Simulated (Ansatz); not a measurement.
# Structural relaxation of random alloy of the fcc Cu-Al line, x = 0.125 (128 atoms), part 2 of 2

Aim: bring random alloy of the fcc Cu-Al line, x = 0.125 (128 atoms) to a nearby minimum of the energy and see what moves.

Ansatz 0.2.0; Kohn-Sham DFT, PBE, PAW (set soft_2), plane waves.

The cell: 112 Cu and 16 Al. The host structure and its lattice constant were typed by rule, without a check against the phase diagram.

So far. Step 3 (Cell and atoms relaxed): The relaxation changed the energy by -10.8 meV/atom, and atoms moved by 0.058 Å r.m.s., 0.18 Å at most.

### Step 5. Single point at the relaxed geometry (continued)

Valence density in the ac plane at fractional y = 0.000, with atoms of Cu and Al within 0.2 Å of it. It is the smooth field of the valence electrons, not physical close to the nuclei.

Ten steps, logarithmic in the rise over the least value, from '0' (0 e/Å³) to '9' (46 e/Å³), each cell a mean:
```
851000000000000158851000000000000158
210245310000000122210144310000000123
002699510000000000002698510000000000
013686200000000000013786200000000000
001221000000000000001331012442000000
000000000000000000000000148973100000
000000000000000000000000158851000000
000000000000000000000000123210245310
000000000000000000000000000002699510
000000000000000000000000000013686200
542000000000000012542000000001221013
973000000000000138973100000000000148
741000000000000148851000000000000157
110245310000000022210245310000000012
002699510000000000002699510000000000
013686200000000000003686310000000000
001221012442000000001221000000000000
000000137973100000000000000000000000
000000148851000000000000000000000000
000000123210245310000000000000245310
000000000002699520000000000002699510
000000000003686300000000000013686200
542000000001221013542000000001221013
973000000000000148973100000000000148
```
Columns run along a (12.7 Å), rows up along c (12.7 Å). Atoms in or near the plane, at fractional coordinates: Cu at (0.50, 0.00), Al at (0.76, 0.26), Cu at (0.00, 0.00), Cu at (0.87, 0.13), Cu at (0.25, 0.24), Cu at (0.50, 0.50), Cu at (0.75, 0.75), Cu at (0.38, 0.13), Cu at (0.63, 0.38), Cu at (0.00, 0.50), Cu at (0.87, 0.63), Al at (0.24, 0.74), Cu at (0.12, 0.37), Al at (0.38, 0.63) and more.

Local excerpt of 13 atoms (numbers count through the whole input) about Cu3, picked at random; x, y, z are measured from there.

| atom | x | y | z | distance (Å) | bonds |
| --- | --- | --- | --- | --- | --- |
| Cu3 | 0.00 | 0.00 | 0.00 | 0.00 | 12 |
| Cu2 | -1.84 | 1.78 | -0.03 | 2.56 | 12 |
| Cu34 | 1.84 | 1.79 | 0.00 | 2.56 | 12 |
| Cu8 | -0.01 | 1.79 | 1.84 | 2.57 | 12 |
| Cu4 | 0.01 | 1.78 | -1.86 | 2.57 | 12 |
| Al92 | 0.05 | -1.71 | -1.93 | 2.57 | 12 |
| Cu18 | 1.83 | -1.82 | 0.01 | 2.58 | 12 |
| Cu37 | 1.82 | -0.02 | 1.83 | 2.58 | 12 |
| Cu90 | -1.82 | -1.84 | -0.06 | 2.59 | 12 |
| Cu5 | -1.84 | -0.04 | 1.83 | 2.59 | 12 |
| Cu96 | -0.01 | -1.84 | 1.86 | 2.62 | 12 |
| Cu33 | 1.87 | 0.01 | -1.85 | 2.63 | 12 |
| Cu1 | -1.85 | -0.01 | -1.87 | 2.63 | 12 |

The column of bonds counts only the pairs Cu-Cu within 3.08 Å, Cu-Al within 3.08 Å, Al-Al within 3.08 Å; other neighbours, such as metal atoms beside each other in a compound, aren't counted, and periodic images can show an atom twice.

### Step 6. K-mesh 3×3×3

Large cells are often run on few k-points; this run checks whether the reference had enough.

Input file input.yaml:

```yaml
crystal:
  lattice:
    - [-7.3719, 7.13742, 7.40202]
    - [7.39857, -7.15522, 7.44649]
    - [7.39007, 7.1734, -7.41983]
  atoms:
    [... the 128 atom lines of step 5 ...]
kpoints:
  mp_grid: { grid: [3, 3, 3] }
hamiltonian:
  xc: pbe
scf:
  occupations: { method: fermi_dirac, width: 0.1 }
output:
  forces: true
  stress: true
  populations: true
  dos:
    method: { smearing: { sigma: 0.08 } }
    de: 0.05
    projected: { site_lists: { Al: [Al], Cu: [Cu] } }
  eigenvalues: true
```

Command:

```bash
$ ansatz run input.yaml --threads 11 --pin off --max-ram 102400MiB --backend cuda --events-out ev --progress --plain --runs-dir out
```

It took 33 s on 1 × NVIDIA H100 80GB HBM3 with 11 threads of AMD EPYC 7R13 (Zen 3), shared host; peak memory 8.8 GiB; 2.1 min of CPU time.

That memory is the host's.

The program notes that it cut back its plan to fit the GPU's memory.

Geometry and reference: those of the single point at the relaxed geometry.

Forces differ from those of the single point at the relaxed geometry by 8.0 meV/Å r.m.s.; the energy by -0.065 meV/atom. It took 33 s and 10 cycles; the reference's time can't be set against it, since the two runs asked for unlike analyses.

### Step 7. Functional r2SCAN (500 eV)

The meta-GGA r2SCAN uses the kinetic energy density as well as the density and its gradient. Besides, the cutoff goes from 420 to 500 eV.

This step: Kohn-Sham DFT, r2SCAN, PAW (set soft_2), plane waves (Ansatz 0.2.0).

input.yaml: that of step 6 with these lines changed.

```diff
@@ -8,5 +8,5 @@
 kpoints:
-  mp_grid: { grid: [3, 3, 3] }
+  mp_grid: { grid: [2, 2, 2] }
 hamiltonian:
-  xc: pbe
+  xc: r2scan
 scf:
```

Wall time 26 s (1 × NVIDIA H100 80GB HBM3 with 11 threads); peak memory 8.1 GiB; 83 s of CPU time.

That memory is the host's.

Geometry and reference: those of the single point at the relaxed geometry.

Forces differ from those of the single point at the relaxed geometry by 19 meV/Å r.m.s.; the pressure by -5.7 GPa. It took 26 s and 15 cycles; the reference's time can't be set against it, since the two runs asked for unlike analyses.

### Step 8. Functional PBEsol

PBEsol restores the gradient expansion of exchange for slowly varying densities and usually gives shorter bonds in solids than PBE.

This step: Kohn-Sham DFT, PBEsol, PAW (set soft_2), plane waves (Ansatz 0.2.0).

input.yaml: that of step 7 with these lines changed.

```diff
@@ -10,3 +10,3 @@
 hamiltonian:
-  xc: r2scan
+  xc: pbesol
 scf:
```

Elapsed: 17 s, on 1 × NVIDIA H100 80GB HBM3 with 11 threads; peak memory 6.6 GiB; 59 s of CPU time.

That memory is the host's; the program planned up to 71.8 GiB on the GPU.

Geometry and reference: those of the single point at the relaxed geometry.

Forces differ from those of the single point at the relaxed geometry by 29 meV/Å r.m.s.; the pressure by -7.1 GPa.

### Step 9. All settings compared

Each row is set against the single point at the relaxed geometry (Kohn-Sham DFT, PBE, PAW (set soft_2), plane waves; r.m.s. force component 0.00127 eV/Å). Energies are set beside the reference only for runs with its functional, potentials and electron count. Times are for 1 × NVIDIA H100 80GB HBM3 with 11 threads of AMD EPYC 7R13 (Zen 3), shared host. The reference's time includes grids, which some other runs skip.

| run | Δ force, r.m.s. (meV/Å) | Δ energy (meV/atom) | Δ pressure (GPa) | cycles | time | host memory (GiB) |
| --- | --- | --- | --- | --- | --- | --- |
| reference | - | - | - | 11 | 15 s | 6.6 |
| k-mesh 3×3×3 | 8.05 | -0.0645 | 0.0122 | 10 | 33 s | 8.8 |
| functional r2SCAN (500 eV) | 18.6 | - | -5.70 | 15 | 26 s | 8.1 |
| functional PBEsol | 28.6 | - | -7.06 | 11 | 17 s | 6.6 |

### Step 10. Summary of results

```json
{"energy change in the relaxation": "-10.78 meV/atom", "r.m.s. displacement": "0.058 Å", "largest displacement": "0.176 Å", "free energy per atom": "-5864.2984 eV/atom", "density": "7.978 g/cm³", "pressure": "0.01656 GPa", "r.m.s. force component": "0.00127 eV/Å", "wall time of the 6 DFT runs": "2.5 min"}
```

What this shows: Relaxation lowers the energy by 10.8 meV/atom and moves atoms by 0.058 Å r.m.s.; the r.m.s. force component goes from 0.21 to 0.0013 eV/Å. Displacements are taken in the final cell, so they leave out its strain. By the final cutoffs no bond was broken or made. The cell shrank by 1.9 % in volume. From the first step to the last the energy fell by 1.380 eV, across changes of basis, and the largest move was 0.18 Å (Al89). The Al-Al bonds change most in mean length: from 2.603 Å (spread 0.026) to 2.731 Å (spread 0.021). With the cutoffs above, all Al atoms have 12 and all Cu atoms have 12 bonded neighbours. 120 levels are partly filled, by over 2 % (on the run's k-points), as in a metal.

Among the changes of functional, dispersion, potentials or spin set against this reference, functional PBEsol moves the forces most, by 29 meV/Å r.m.s.

[Logs are printed without paths, hosts, clocks, repeated set-up lines and the standing remarks that a program may print on its own settings, such as how far it seeks lower states.]

[Hosts, paths, dates, database ids (printed as entryN), source tags and the programs' standing remarks are cut or masked in the printed files.]
